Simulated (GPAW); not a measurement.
# Y L₃-edge XANES of YSe (Fm-3m), part 3 of 3

Aim: the dependence of the Y L₃ near-edge features of YSe (Fm-3m) on volume.

GPAW 26.7.0; X-ray absorption from dipole matrix elements to empty bands, plane-wave PAW LDA.

So far. Step 4 (Spectrum with XCH, Y atom 1): The energy difference (zero at 2096 eV) isn't read as a photon energy: for so heavy an absorber the terms left out (core spin–orbit splitting, the hole's spin, the functional's error) amount to tens of eV or more. Step 6 (Spectrum with XCH, Y atom 1): Against the first run the r.m.s. difference is 9 %. The highest intensity below 24 eV goes from 1.0 eV (3.66) to 1.0 eV (3.36).

## Step 8: Spectrum with XCH, Y atom 1

Shorter bonds are expected to push antibonding states and scattering resonances up, and longer ones down; the cell is scaled to test that.

Changed against the first core-hole run: volume scale from 1 to 0.97.

xas.py reads:

```python
import numpy as np
from ase import Atoms
from ase.parallel import parprint, paropen
from gpaw import GPAW, PW, FermiDirac, Mixer, MixerDif, setup_paths
from gpaw.test import gen
setup_paths.insert(0, '.')
gen('Y', name='fch2p', xcname='LDA', corehole=(2, 1, 1), write_xml=True)
from gpaw.mpi import world
world.barrier()

atoms = Atoms('Y4Se4',
    cell=[[0, -5.64539, 0],
     [-5.64539, 0, 0],
     [0, 0, -5.64539]],
    scaled_positions=[[0.5, 0.5, 0.5],
     [0, 0.5, 0],
     [0.5, 0, 0],
     [0, 0, 0.5],
     [0, 0, 0],
     [0.5, 0, 0.5],
     [0, 0.5, 0.5],
     [0.5, 0.5, 0]],
    pbc=True)
atoms.calc = calc = GPAW(legacy_gpaw=True, mode=PW(430, force_complex_dtype=True), xc='LDA', setups={0: 'fch2p'},
    kpts={'size': (5, 5, 5), 'gamma': True}, occupations=FermiDirac(0.1),
    charge=-1, mixer=Mixer(0.1, 5, 50), maxiter=150,
    convergence={'density': 0.0001, 'eigenstates': 1e-6}, txt='scf.txt')
energy = atoms.get_potential_energy() + calc.get_reference_energy()
ef = calc.get_fermi_level()
out = dict(energy=energy, fermi=ef, forces=atoms.get_forces().tolist())
parprint(f'all-electron energy {energy:.4f} eV, Fermi level {ef:.4f} eV')
ev = np.array([[calc.get_eigenvalues(k, s) for k in range(len(calc.get_ibz_k_points()))] for s in range(calc.get_number_of_spins())])
out['homo'], out['lumo'], out['counts'] = ev[ev < ef].max(), ev[ev > ef].min(), sorted(set((ev < ef).sum((0, 2)).tolist()))
out['filled'] = (ev[:, 0] < ef).sum(1).tolist()

from ase.units import Ha
from gpaw.xas import dipole_matrix_elements
nb = int(calc.get_number_of_electrons() / 2) + 130
top, nb = nb, nb + 8 + nb // 12
nscf = calc.fixed_density(kpts={'size': (5, 5, 5), 'gamma': True}, nbands=nb,
    convergence={'bands': top, 'eigenstates': 5e-3}, maxiter=60, txt='nscf.txt')
cell = atoms.cell.array
ops = [cell.T @ U.T @ np.linalg.inv(cell.T) for U in nscf.wfs.kd.symmetry.op_scc]
E = np.arange(-6, 34, 0.1)
fwhm = np.interp(E, [4, 25], [1.5, 3.5])
Y, X, zero, highest = 0, 0, 1e9, 1e9
for spin in range(nscf.get_number_of_spins()):
    wfs = nscf.wfs
    mine = wfs.bd.get_slice()  # this rank's bands
    A = dipole_matrix_elements(wfs.setups[0])
    eps = np.zeros((wfs.kd.nibzkpts, nb))
    d = np.zeros((3, A.shape[1], wfs.kd.nibzkpts, nb), complex)
    for kpt in wfs.kpt_u:
        if kpt.s == spin and 0 in kpt.P_ani:
            eps[kpt.k, mine] = kpt.eps_n * Ha
            d[:, :, kpt.k, mine] = (kpt.weight * wfs.nspins / 2) ** 0.5 * np.inner(A, kpt.P_ani[0])
    world.sum(eps)
    world.sum(d)
    T = np.einsum('amkn,bmkn->abkn', d, d.conj()).real
    T = sum(np.einsum('ai,ijkn,bj->abkn', R, T, R) for R in ops) / len(ops)
    empty = eps > ef
    zero, highest = min(zero, eps[empty].min()), min(highest, eps[:, top - 1].min())
    lines = [(eps, T, empty)] if spin == 0 else lines + [(eps, T, empty)]
for eps, T, empty in lines:
    f = np.einsum('aakn->akn', T).reshape(3, -1)
    x = eps.ravel() - zero
    w = np.interp(x, E, fwhm) / 2.35482
    g = np.exp(-0.5 * ((E[:, None] - x) / w) ** 2) / (w * (2 * np.pi) ** 0.5)
    Y = Y + (f * empty.ravel()) @ g.T
    X = X + (f * ~empty.ravel()) @ g.T
out.update(E=E.round(2).tolist(), xas=Y.tolist(), xes=X.tolist(), zero=zero, valid=highest - zero, nk=len(eps), nb=nb)
for i in range(0, len(E), 10):
    parprint(f'{E[i]:7.2f}', *(f'{v:10.3e}' for v in Y[:, i]))
import json
with paropen('out.json', 'w') as f:
    json.dump(out, f)
```

Launch:

```
$ OMP_NUM_THREADS=1 mpirun -n 4 gpaw python xas.py
```

Numbers of over 12 decimals in the logs are rounded to 6 here.

Output:

```text
Input parameters:
  charge: -1
  convergence: {density: 0.0001,
                eigenstates: 1e-06}
  kpts: {gamma: True,
         size: (5, 5, 5)}
  maxiter: 150
  mixer: {backend: pulay,
          beta: 0.1,
          method: separate,
          nmaxold: 5,
          weight: 50}
  mode: {ecut: 430.0,
         force_complex_dtype: True,
         name: pw}
  occupations: {fixmagmom: False,
[...]
*d    :     0.534913
--------------------------------

Diagonalizing with gridspacing h=0.050

state   all-electron     PAW
-------------------------------
4s:      -2.317952    -2.318410
4p:      -1.537864    -1.538528
4d:      -0.465087    -0.465594
*f:                   -0.036509
-------------------------------
all-electron energy -629977.2719 eV, Fermi level 9.4762 eV
[...]
32.00  9.797e-06  9.797e-06  9.797e-06
  33.00  9.553e-06  9.553e-06  9.553e-06
[key lines of the parts left out:]
Converged after 16 iterations.
Dipole moment: (0.000000, 0.000000, 0.000000) |e|*Ang
Free energy:    -62.444843
Fermi level: 9.47618
```

Wall time 56 s (4 MPI ranks of Arm Neoverse V1, shared host); peak memory 0.27 GiB.

```tsv
E (eV)	first run	this run
-2.0	0.01	0.01
-1.0	0.36	0.34
0.0	2.40	2.27
1.0	3.66	3.51
2.0	3.09	3.06
3.0	1.77	1.88
4.0	0.90	0.96
5.0	0.51	0.55
6.0	0.61	0.58
7.0	0.83	0.82
8.0	0.78	0.82
9.0	0.57	0.61
10.0	0.54	0.54
11.0	0.57	0.58
12.0	0.48	0.50
13.0	0.46	0.44
14.0	0.59	0.54
15.0	0.73	0.69
16.0	0.74	0.75
17.0	0.62	0.66
18.0	0.50	0.53
19.0	0.48	0.47
20.0	0.50	0.48
21.0	0.50	0.50
22.0	0.51	0.49
23.0	0.55	0.51
24.0	0.63	0.57
25.0	0.72	0.67
26.0	0.76	0.74
27.0	0.72	0.75
28.0	0.65	0.69
29.0	0.59	0.62
30.0	0.54	0.57
31.0	0.49	0.52
32.0	0.46	0.47
```

The scaled spectrum changes by 4 % r.m.s. The highest intensity below 24 eV goes from 1.0 eV (3.66) to 1.0 eV (3.51).

The photon energy of the zero moves by -0.10 eV.

## Step 9: Reference energy of the supercell

The cell and mesh change for the next run, so it gets a reference energy of its own.

The cell differs from the one that the last finished run ended in (a 5.645 → 5.759 Å, b 5.645 → 5.759 Å, c 5.645 → 5.759 Å).

scf.py reads:

```python
import numpy as np
from ase import Atoms
from ase.parallel import parprint, paropen
from gpaw import GPAW, PW, FermiDirac, Mixer, MixerDif, setup_paths
from gpaw.test import gen
setup_paths.insert(0, '.')
gen('Y', name='nch2p', xcname='LDA', corehole=(2, 1, 0), write_xml=True)
from gpaw.mpi import world
world.barrier()

atoms = Atoms('Y4Se4',
    cell=[[0, -5.75946902, 0],
     [-5.75946902, 0, 0],
     [0, 0, -5.75946902]],
    scaled_positions=[[0.5, 0.5, 0.5],
     [0, 0.5, 0],
     [0.5, 0, 0],
     [0, 0, 0.5],
     [0, 0, 0],
     [0.5, 0, 0.5],
     [0, 0.5, 0.5],
     [0.5, 0.5, 0]],
    pbc=True)
atoms.calc = calc = GPAW(legacy_gpaw=True, mode=PW(430, force_complex_dtype=True), xc='LDA', setups={0: 'nch2p'},
    kpts={'size': (4, 4, 4), 'gamma': True}, occupations=FermiDirac(0.1),
    charge=0, mixer=Mixer(0.1, 5, 50), maxiter=150,
    convergence={'density': 0.0001, 'eigenstates': 1e-6}, txt='scf.txt')
energy = atoms.get_potential_energy() + calc.get_reference_energy()
ef = calc.get_fermi_level()
out = dict(energy=energy, fermi=ef, forces=atoms.get_forces().tolist())
parprint(f'all-electron energy {energy:.4f} eV, Fermi level {ef:.4f} eV')
ev = np.array([[calc.get_eigenvalues(k, s) for k in range(len(calc.get_ibz_k_points()))] for s in range(calc.get_number_of_spins())])
out['homo'], out['lumo'], out['counts'] = ev[ev < ef].max(), ev[ev > ef].min(), sorted(set((ev < ef).sum((0, 2)).tolist()))
out['filled'] = (ev[:, 0] < ef).sum(1).tolist()
import json
with paropen('out.json', 'w') as f:
    json.dump(out, f)
```

Launch:

```
$ OMP_NUM_THREADS=1 mpirun -n 4 gpaw python scf.py
```

Output:

```text
Input parameters:
  convergence: {density: 0.0001,
                eigenstates: 1e-06}
  kpts: {gamma: True,
         size: (4, 4, 4)}
  maxiter: 150
  mixer: {backend: pulay,
          beta: 0.1,
          method: separate,
          nmaxold: 5,
          weight: 50}
  mode: {ecut: 430.0,
         force_complex_dtype: True,
         name: pw}
  occupations: {fixmagmom: False,
                name: fermi-dirac,
[...]
5s(2) :    -0.155371     0.971849
4p(6) :    -1.027192     0.548140
5p(0) :    -0.054980     0.976393
4d(1) :    -0.097195     0.865310
*d    :     0.902805
--------------------------------

Diagonalizing with gridspacing h=0.050

state   all-electron     PAW
-------------------------------
4s:      -1.763072    -1.763529
4p:      -1.027192    -1.027856
4d:      -0.097195    -0.097523
*f:                    0.059866
-------------------------------
all-electron energy -632073.0457 eV, Fermi level 8.8801 eV
[key lines of the parts left out:]
Converged after 13 iterations.
Dipole moment: (-0.000000, -0.000000, -0.000000) |e|*Ang
Free energy:    -52.857767
Fermi level: 8.88013
```

Wall time 15 s (4 MPI ranks); peak memory 0.21 GiB; 58 s of CPU time.

Reference energy: -632073.046 eV with the cores included.

## Step 10: Spectrum with XCH, Y atom 1

Shorter bonds are expected to push antibonding states and scattering resonances up, and longer ones down; the cell is scaled to test that.

Changed against the first core-hole run: volume scale from 1 to 1.03; the field's mesh follows (5×5×5 to 4×4×4).

xas.py: that of step 8 with these lines changed.

```diff
@@ -11,5 +11,5 @@
 atoms = Atoms('Y4Se4',
-    cell=[[0, -5.64539, 0],
-     [-5.64539, 0, 0],
-     [0, 0, -5.64539]],
+    cell=[[0, -5.75946902, 0],
+     [-5.75946902, 0, 0],
+     [0, 0, -5.75946902]],
     scaled_positions=[[0.5, 0.5, 0.5],
@@ -24,3 +24,3 @@
 atoms.calc = calc = GPAW(legacy_gpaw=True, mode=PW(430, force_complex_dtype=True), xc='LDA', setups={0: 'fch2p'},
-    kpts={'size': (5, 5, 5), 'gamma': True}, occupations=FermiDirac(0.1),
+    kpts={'size': (4, 4, 4), 'gamma': True}, occupations=FermiDirac(0.1),
     charge=-1, mixer=Mixer(0.1, 5, 50), maxiter=150,
@@ -37,3 +37,3 @@
 from gpaw.xas import dipole_matrix_elements
-nb = int(calc.get_number_of_electrons() / 2) + 130
+nb = int(calc.get_number_of_electrons() / 2) + 136
 top, nb = nb, nb + 8 + nb // 12
```

Launch:

```
$ OMP_NUM_THREADS=1 mpirun -n 4 gpaw python xas.py
```

Output:

```text
Input parameters:
  charge: -1
  convergence: {density: 0.0001,
                eigenstates: 1e-06}
  kpts: {gamma: True,
         size: (4, 4, 4)}
  maxiter: 150
  mixer: {backend: pulay,
          beta: 0.1,
          method: separate,
          nmaxold: 5,
          weight: 50}
  mode: {ecut: 430.0,
         force_complex_dtype: True,
         name: pw}
  occupations: {fixmagmom: False,
[...]
*d    :     0.534913
--------------------------------

Diagonalizing with gridspacing h=0.050

state   all-electron     PAW
-------------------------------
4s:      -2.317952    -2.318410
4p:      -1.537864    -1.538528
4d:      -0.465087    -0.465594
*f:                   -0.036509
-------------------------------
all-electron energy -629977.0613 eV, Fermi level 8.8631 eV
[...]
32.00  9.688e-06  9.688e-06  9.688e-06
  33.00  1.032e-05  1.032e-05  1.032e-05
[key lines of the parts left out:]
Converged after 24 iterations.
Dipole moment: (-0.000000, -0.000000, -0.000000) |e|*Ang
Free energy:    -62.196579
Fermi level: 8.86308
```

Wall time 63 s (4 MPI ranks); peak memory 0.28 GiB.

```tsv
E (eV)	first run	this run
-2.0	0.01	0.00
-1.0	0.36	0.26
0.0	2.40	2.15
1.0	3.66	3.72
2.0	3.09	3.08
3.0	1.77	1.66
4.0	0.90	0.83
5.0	0.51	0.50
6.0	0.61	0.66
7.0	0.83	0.86
8.0	0.78	0.75
9.0	0.57	0.54
10.0	0.54	0.57
11.0	0.57	0.58
12.0	0.48	0.48
13.0	0.46	0.51
14.0	0.59	0.66
15.0	0.73	0.78
16.0	0.74	0.74
17.0	0.62	0.59
18.0	0.50	0.50
19.0	0.48	0.51
20.0	0.50	0.53
21.0	0.50	0.53
22.0	0.51	0.55
23.0	0.55	0.61
24.0	0.63	0.71
25.0	0.72	0.78
26.0	0.76	0.78
27.0	0.72	0.71
28.0	0.65	0.64
29.0	0.59	0.58
30.0	0.54	0.52
31.0	0.49	0.48
32.0	0.46	0.49
```

The scaled spectrum changes by 5 % r.m.s. The highest intensity below 24 eV stays at 1.0 eV.

The photon energy of the zero moves by +0.06 eV.

## Step 11: The volumes side by side

```tsv
volume	nearest distance (Å)	shift of the zero (eV)	maximum 1 (eV above own zero)	maximum 2 (eV above own zero)	maximum 3 (eV above own zero)	maximum 4 (eV above own zero)
0.94	2.793	-0.21	1.0	7.6	16.2	27.0
0.97	2.823	-0.10	1.0	7.4	15.8	26.6
1	2.852	+0.00	1.0	7.4	15.6	26.0
1.03	2.880	+0.06	1.0	7.2	15.2	25.4
```

The curves, each shifted by its zero's change so that they share one photon-energy axis, counted from the zero at V × 1:

```tsv
E (eV)	V × 0.94	V × 0.97	V × 1	V × 1.03
-2.0	0.02	0.01	0.01	0.00
-1.0	0.57	0.46	0.36	0.22
0.0	2.57	2.49	2.40	1.99
1.0	3.34	3.49	3.66	3.69
2.0	2.89	2.98	3.09	3.15
3.0	1.70	1.74	1.77	1.74
4.0	0.91	0.91	0.90	0.86
5.0	0.54	0.53	0.51	0.51
6.0	0.59	0.61	0.61	0.65
7.0	0.85	0.84	0.83	0.85
8.0	0.83	0.80	0.78	0.77
9.0	0.62	0.60	0.57	0.55
10.0	0.55	0.54	0.54	0.57
11.0	0.57	0.57	0.57	0.58
12.0	0.50	0.49	0.48	0.48
13.0	0.44	0.45	0.46	0.50
14.0	0.53	0.56	0.59	0.65
15.0	0.68	0.70	0.73	0.78
16.0	0.75	0.75	0.74	0.74
17.0	0.68	0.65	0.62	0.60
18.0	0.54	0.52	0.50	0.51
19.0	0.47	0.47	0.48	0.51
20.0	0.47	0.49	0.50	0.53
21.0	0.49	0.49	0.50	0.53
22.0	0.48	0.49	0.51	0.54
23.0	0.49	0.52	0.55	0.61
24.0	0.54	0.58	0.63	0.70
25.0	0.63	0.68	0.72	0.78
26.0	0.72	0.75	0.76	0.78
27.0	0.75	0.74	0.72	0.72
28.0	0.71	0.68	0.65	0.64
29.0	0.64	0.62	0.59	0.58
30.0	0.59	0.57	0.54	0.52
31.0	0.55	0.52	0.49	0.49
32.0	0.49	0.47	0.46	0.49
```

## Step 12: Outcome

```yaml
absorber_and_edge: Y L₃, atom 1 of the ground-state input (counted from 1)
surroundings: 6 Se at 2.85 Å (octahedral, site symmetry m-3m)
highest_intensity_below_24_ev: 1.0 eV above the zero, height 3.66
```

In words: From V × 0.94 to V × 1.03 the nearest distance grows by 0.086 Å and the zero moves by +0.28 eV. Above their own zero, the maxima move from 1.0 to 1.0 eV, from 7.6 to 7.2 eV, from 16.2 to 15.2 eV and from 27.0 to 25.4 eV. The one highest in energy moves most, in the direction that the rule ΔE·R² ≈ constant for scattering resonances gives. The Y L₃ edge of atom 1, with 6 Se at 2.85 Å (octahedral, site symmetry m-3m), has its highest intensity of the first 24 eV at 1.0 eV above the zero, 3.7 times the mean level of the first 20 eV (Gaussian full width 1.5 eV up to 4 eV, rising linearly to 3.5 eV at 25 eV). Only the L₃ part is meant: spin–orbit coupling of the core level isn't computed and the L₂ copy isn't added. The primitive cell holds an odd number of electrons, so a spin-paired run has to come out metallic; that is right for a metal, but some such compounds are magnetic or distorted insulators. The holes are only 5.7 Å apart, so the shape is probably not converged with cell size; no larger cell was run here. Lifetime broadening is put in by hand, and intensities beyond about 20 eV depend on it and on the partial waves; weight that the partial waves miss at high energy is lost. The structure is a published determination, not relaxed.

[Banner, clock and machine lines of the logs are left out without a mark of their own.]

[Logs are printed without paths, hosts, clocks, repeated set-up lines and the standing remarks that a program may print on its own settings, such as how far it seeks lower states.]

[Hosts, paths, dates, database ids (printed as entryN), source tags and the programs' standing remarks are cut or masked in the printed files.]

[Lists of maxima count a maximum above −3 eV only where it reaches 4 % of the highest in the window and stands out from its surroundings by 2 % of it (1.5 % where it reaches 55 %); shoulders and weaker maxima are passed over, and of the rest the first, up to two pre-edge ones and the few strongest are named.]
